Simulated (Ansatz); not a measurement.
## AgGeF3 (model cell, started as cubic perovskite with Ge in the octahedra): a soft mode frozen in

Which phase does AgGeF3 (model cell, started as cubic perovskite with Ge in the octahedra) fall into along its unstable mode, and how much energy does it gain?

Method: DFT PBEsol, scalar-relativistic, plane waves, PAW; PAW set soft_1, in Ansatz 0.2.0.

This is a report of a sequence of runs, with most program output left out.

The structure was built from a prototype and need not be the compound's stable phase.

### 1. The starting structure

It takes space group Pm-3m (No. 221, cubic). The conventional cell has a = 4.264 Å, b = 4.264 Å, c = 4.264 Å, α = 90.00°, β = 90.00°, γ = 90.00°. Nearest to Ag lie 12 F at 3.02 Å. Nearest to Ge lie 6 F at 2.13 Å. Nearest to F lie 2 Ge at 2.13 Å. Farther neighbours and most contacts between anions are not listed.

### 2. The dispersion

The cell comes from relaxations at this level that are not shown. Stability and thermal properties need the whole zone. Linear response on a 4×4×4 q mesh gives force constants as far as a supercell of that size would.

Input file input.yaml:

```yaml
crystal:
  lattice:
    - [4.2639971677, 0.0, 0.0]
    - [0.0, 4.2639971677, 0.0]
    - [0.0, 0.0, 4.2639971677]
  atoms:
    - { symbol: Ag, position: [0.0, 0.0, 0.0] }
    - { symbol: Ge, position: [0.5, 0.5, 0.5] }
    - { symbol: F, position: [0.5, 0.5, 0.0] }
    - { symbol: F, position: [0.5, 0.0, 0.5] }
    - { symbol: F, position: [0.0, 0.5, 0.5] }
kpoints:
  mp_grid: { grid: [8, 8, 8] }
hamiltonian:
  xc: pbesol
  pseudopotentials: { kind: paw, azcp: { folder: soft_1 }, xc_functional: pbe }
scf:
  occupations: { method: methfessel_paxton, width: 0.2 }
output:
  eigenvalues: true
phonons:
  method: dfpt
  qmesh: [4, 4, 4]
  temperatures: { t_max: 1000, t_step: 50 }
  qpath:
    path:
      - [[0.0, 0.0, 0.0], [0.0, 0.5, 0.0], [0.5, 0.5, 0.0], [0.0, 0.0, 0.0], [0.5, 0.5, 0.5], [0.0, 0.5, 0.0]]
      - [[0.5, 0.5, 0.5], [0.5, 0.5, 0.0]]
    npoints: 10
```

Command:

```sh
ansatz run input.yaml --threads 4 --pin off --max-ram 16384MiB --backend cpu --events-out ev --progress --plain --runs-dir out
```

Elapsed: 16 min, on 4 threads of Arm Neoverse V2, shared host; peak memory 2.8 GiB.

Numbers from this step:

```yaml
volume_per_atom: 15.51 Å³
gap_on_the_k_mesh: 0 eV
sum_rule_residual_before_enforcement: 2.05e-5 eV/Å²
lowest_frequency_on_the_path: -189.9 cm⁻¹
point_group: m-3m
highest_frequency_on_the_path_or_at_a_solved_wavevector: 344.4 cm⁻¹
highest_optical_mode_at_the_zone_centre_no_lo_to_term: 122.2 cm⁻¹
lowest_optical_zone_centre_mode: -189.9 cm⁻¹
lowest_mode_on_the_q_mesh_acoustic_modes_at_gamma_apart: -189.9 cm⁻¹
```

Frequencies (cm⁻¹) solved at each irreducible wavevector; negative means imaginary. Frequencies by wavevector, by row:

```
q in reciprocal lattice units  star  mode 1  mode 2  mode 3  mode 4  mode 13  mode 14  mode 15
                        0 0 0     1  -189.9  -189.9  -189.9   -79.3    122.2    122.2    122.2
                     0 0 0.25     6  -187.4  -187.4    -108   -76.5    114.4    162.1    226.8
                     0 0 -0.5     3  -185.5  -185.5  -105.1   -75.1    102.4    227.4    325.5
                  0 0.25 0.25    12  -184.2  -114.8  -106.9   -88.4    167.6    224.7    235.2
                  0 0.25 -0.5    12  -181.5  -122.2   -94.9   -84.9    228.1    229.1    326.3
                  0 -0.5 -0.5     3  -177.9  -134.6   -89.3   -89.3    224.3    322.6      343
               0.25 0.25 0.25     8  -116.5  -116.5  -110.9   -60.9    222.5    222.5      251
               0.25 0.25 -0.5    12  -124.3  -120.8  -115.7   -61.8    225.2    245.5    331.3
               0.25 -0.5 -0.5     6  -135.8  -123.7  -123.7   -62.5    226.1    322.1    327.4
               -0.5 -0.5 -0.5     1  -137.1  -137.1  -137.1   -62.4    216.2    321.3    321.3
```

Interpolated from a 4×4×4 q mesh. Phonon branches along the path, in cm⁻¹:

```
    point  branch 1  branch 2  branch 3  branch 4  branch 12  branch 13  branch 14  branch 15
        Γ      -190      -190      -190       -79          0        122        122        122
  halfway      -187      -187      -108       -76        114        114        162        227
        X      -186      -186      -105       -75        102        102        227        326
  halfway      -182      -122       -95       -85        160        228        229        326
        M      -178      -135       -89       -89        224        224        322        343
  halfway      -184      -115      -107       -88        150        168        225        235
        Γ      -190      -190      -190       -79          0        122        122        122
  halfway      -116      -116      -111       -61        165        222        222        251
        R      -137      -137      -137       -62        214        216        321        321
  halfway      -124      -121      -116       -62        220        225        246        331
        X      -186      -186      -105       -75        102        102        227        326
jump to R      -137      -137      -137       -62        214        216        321        321
  halfway      -136      -124      -124       -62        220        226        322        327
        M      -178      -135       -89       -89        224        224        322        343
```

Symmetry leaves 10 wavevectors to solve. The lowest mode among them, the acoustic zeros apart, lies at Γ and is imaginary, 189.9i cm⁻¹, so the energy falls along it.

### 3. The mode frozen in, largest atomic shift 0 Å

The mode followed lies at Γ with frequency 189.9i cm⁻¹ and is 3-fold degenerate, the softest among the wavevectors solved. At small amplitude the distorted cell has space group no. 38 by a symmetry search on the positions. The undistorted cell that holds it gives the zero of energy on the same k mesh.

input.yaml, the sections that differ from step 2:

```yaml
output:
  forces: true
  stress: true
  eigenvalues: true
# crystal, kpoints, hamiltonian, scf: as in step 2
# phonons: removed
```

Wall time 1.4 s (4 threads); peak memory 0.37 GiB.

This step gave:

* pressure: 0.008908 GPa
* energy from the undistorted cell: 0 meV/atom

The run ends at a pressure of 0.01 GPa.

### 4. The mode frozen in, largest atomic shift 0.22 Å

The atoms are moved along the unstable eigenvector, the largest shift by 0.22 Å, with the cell fixed.

input.yaml, the sections that differ from step 3:

```yaml
crystal:
  lattice:
    - [4.2639971677, 0.0, 0.0]
    - [0.0, 4.2639971677, 0.0]
    - [0.0, 0.0, 4.2639971677]
  atoms:
    - { symbol: Ag, position: [0.0, 0.0006971552, 0.0006971552] }
    - { symbol: Ge, position: [0.5, 0.49403519, 0.49403519] }
    - { symbol: F, position: [0.5, 0.4847739796, 0.0492969546] }
    - { symbol: F, position: [0.5, 0.0492969546, 0.4847739796] }
    - { symbol: F, position: [0.0, 0.4847739796, 0.4847739796] }
# kpoints, hamiltonian, scf, output: as in step 3
```

Run time: 7.2 s. Hardware: 4 threads; peak memory 0.45 GiB; 28 s of CPU time.

This step gave:

| Quantity | Value |
| --- | --- |
| pressure | 2.103 GPa |
| energy from the undistorted cell | -11.15 meV/atom |

The energy, extrapolated to zero smearing, is -11.15 meV/atom against the undistorted cell.

The run ends at a pressure of 2.10 GPa, with forces up to 0.48 eV/Å.

### 5. Energy along the mode, all amplitudes (two of the runs are shown above)

An imaginary frequency means negative curvature, so the energy should fall and then rise again as anharmonic terms take over.

This step gave:

```yaml
depth_at_the_lowest_point_sampled: 11.15 meV/atom
largest_atomic_shift_at_that_point: 0.22 Å
```

Energy from the parent against largest atomic shift:

```
largest atomic shift (Å)  energy from the parent (meV/atom)
                   0.000                                  0
                   0.040                             -0.903
                   0.080                              -3.38
                   0.140                              -8.49
                   0.220                              -11.2
                   0.320                               15.1
```

Displacement at unit largest shift by atom:

```
atom  x (Å)   y (Å)   z (Å)   size
 Ag1  0.000   0.014   0.014  0.020
 Ge2  0.000  -0.116  -0.116  0.164
  F3  0.000  -0.295   0.955  1.000
  F4  0.000   0.955  -0.295  1.000
  F5  0.000  -0.295  -0.295  0.417
```

The lowest of the steps tried is at 0.22 Å, 11.2 meV/atom below the parent; the bottom of the well need not coincide with a step.

### 6. Relaxing from the distorted cell

Starting from the lowest point found, all atoms and the cell are let go, so that strain and other modes of the same symmetry can join in.

input.yaml, as its differences from that of step 4:

```diff
@@ -22 +22,6 @@
   eigenvalues: true
+relax:
+  adjacent_minimum: "off"
+  f_tol: 0.002
+  max_steps: 120
+  cell: { stress_tol: 0.03 }
```

Run time: 4.1 min. Hardware: 4 threads; peak memory 0.56 GiB.

The steps of the relaxation (22 of 42):

```
step  energy less that of the first step (eV)  largest force component (eV/Å)  pressure (GPa)  volume (Å³)
   1                                   0.0000                          0.3404            2.10        77.53
   3                                  -0.1812                          0.2621           -1.99        82.31
   5                                  -0.1949                          1.1300            1.57        81.97
   7                                  -0.4054                          0.1523           -0.68        78.70
   9                                  -0.6044                          0.3734            1.46        71.74
  11                                  -0.6483                          0.1497           -1.51        72.45
  13                                  -0.6631                          0.1003           -0.42        71.54
  15                                  -0.6673                          0.0066            0.02        71.27
  17                                  -0.6674                          0.0011            0.00        71.28
  19                                  -0.8281                          0.1519            0.30        73.82
  21                                  -0.8467                          0.0389           -0.10        75.62
  22                                  -0.8474                          0.0108            0.08        75.61
  24                                  -0.8473                          0.0008            0.00        75.71
  26                                  -0.8788                          0.0364            0.29        77.23
  28                                  -0.8795                          0.0225            0.07        78.45
  30                                  -0.8793                          0.0026            0.01        78.54
 32*                                  -0.8889                          0.0003            0.07        78.54
  34                                  -0.8881                          0.0067            0.03        79.26
  36                                  -0.8881                          0.0034            0.05        79.25
  38                                  -0.8880                          0.0008            0.01        79.33
  40                                  -0.8897                          0.0028            0.01        79.49
 42*                                  -0.8900                          0.0003            0.00        79.56
```

Relaxation steps marked * repeat the geometry before them on a plane-wave basis chosen anew for their cell, so energy and pressure can jump there. Other such steps can lie between the rows shown. Relaxation steps 5, 35, 37 were tried and not accepted.

Forces are held to the 4 operations that the run works with; a distortion that breaks them can't arise in this run.

```
     cell as run  before   after   change
           a (Å)   4.264   4.143   -2.8 %
           b (Å)   4.264   4.688  +10.0 %
           c (Å)   4.264   4.688  +10.0 %
           α (°)   90.00  119.12  +32.4 %
volume (Å³/atom)   15.51   15.91   +2.6 %
```

The atoms that moved most (Å, as changes of fractional coordinates times the final cell):

```
atom     dx      dy      dz  length
  F3  0.000  -0.317   0.359   0.479
  F4  0.000   0.359  -0.317   0.479
 Ge2  0.000   0.175   0.175   0.248
 Ag1  0.000  -0.110  -0.110   0.156
  F5  0.000  -0.107  -0.107   0.151
```

Final coordinates:

```cif
data_structure
_symmetry_space_group_name_H-M 'P 1'
_symmetry_Int_Tables_number 1
_cell_length_a 4.1433
_cell_length_b 4.6884
_cell_length_c 4.6884
_cell_angle_alpha 119.117
_cell_angle_beta 90.000
_cell_angle_gamma 90.000
_cell_volume 79.56
loop_
_atom_site_label
_atom_site_type_symbol
_atom_site_fract_x
_atom_site_fract_y
_atom_site_fract_z
_atom_site_occupancy
Ag1 Ag 0.00000 0.96780 0.96780 1
Ge2 Ge 0.50000 0.54616 0.54616 1
F3 F 0.50000 0.43192 0.11477 1
F4 F 0.50000 0.11477 0.43192 1
F5 F 0.00000 0.45293 0.45293 1
```

This step gave:

| Quantity | Value |
| --- | --- |
| pressure | 0.003465 GPa |
| gap on the k-mesh | 2.069 eV |
| volume per atom | 15.91 Å³ |

The distorted start has space group Amm2; the relaxation ends in Amm2.

### 7. The new phase in its own primitive cell

The relaxed structure is symmetrised, reduced to its primitive cell and relaxed tightly, as its phonons need.

input.yaml, the sections that differ from step 6:

```yaml
crystal:
  lattice:
    - [4.1433044459, 0.0, 0.0]
    - [0.0, 4.0420769564, 2.3753937522]
    - [0.0, -4.0420769564, 2.3753937522]
  atoms:
    - { symbol: Ag, position: [0.0, 0.9678041297, 0.9678041297] }
    - { symbol: Ge, position: [0.5, 0.5461597096, 0.5461597096] }
    - { symbol: F, position: [0.5, 0.4319160185, 0.1147659905] }
    - { symbol: F, position: [0.5, 0.1147659905, 0.4319160185] }
    - { symbol: F, position: [0.0, 0.4529314108, 0.4529314108] }
kpoints:
  mp_grid: { grid: [6, 6, 6] }
scf:
  occupations: { method: fixed }
relax:
  adjacent_minimum: "off"
  f_tol: 0.001
  max_steps: 60
  cell: { stress_tol: 0.01 }
# hamiltonian, output: as in step 6
```

Run time: 18 s. Hardware: 4 threads; peak memory 0.38 GiB.

Little changed from the start: no atom moved by 0.005 Å and no cell edge by 0.1 %.

Numbers from this step:

```
pressure           : 0.002216 GPa
gap on the k-mesh  : 2.071 eV
volume per atom    : 15.92 Å³
direct gap on mesh : 2.249 eV
```

The largest force component left is 0.098 meV/Å and the pressure is 0.002 GPa, within the tolerances set. The cell now holds 15.92 Å³/atom.

[end of part 1 of 2]

[Logs are printed without paths, hosts, clocks, repeated set-up lines and the standing remarks that a program may print on its own settings, such as how far it seeks lower states.]

[Hosts, paths, dates, database ids (printed as entryN), source tags and the programs' standing remarks are cut or masked in the printed files.]
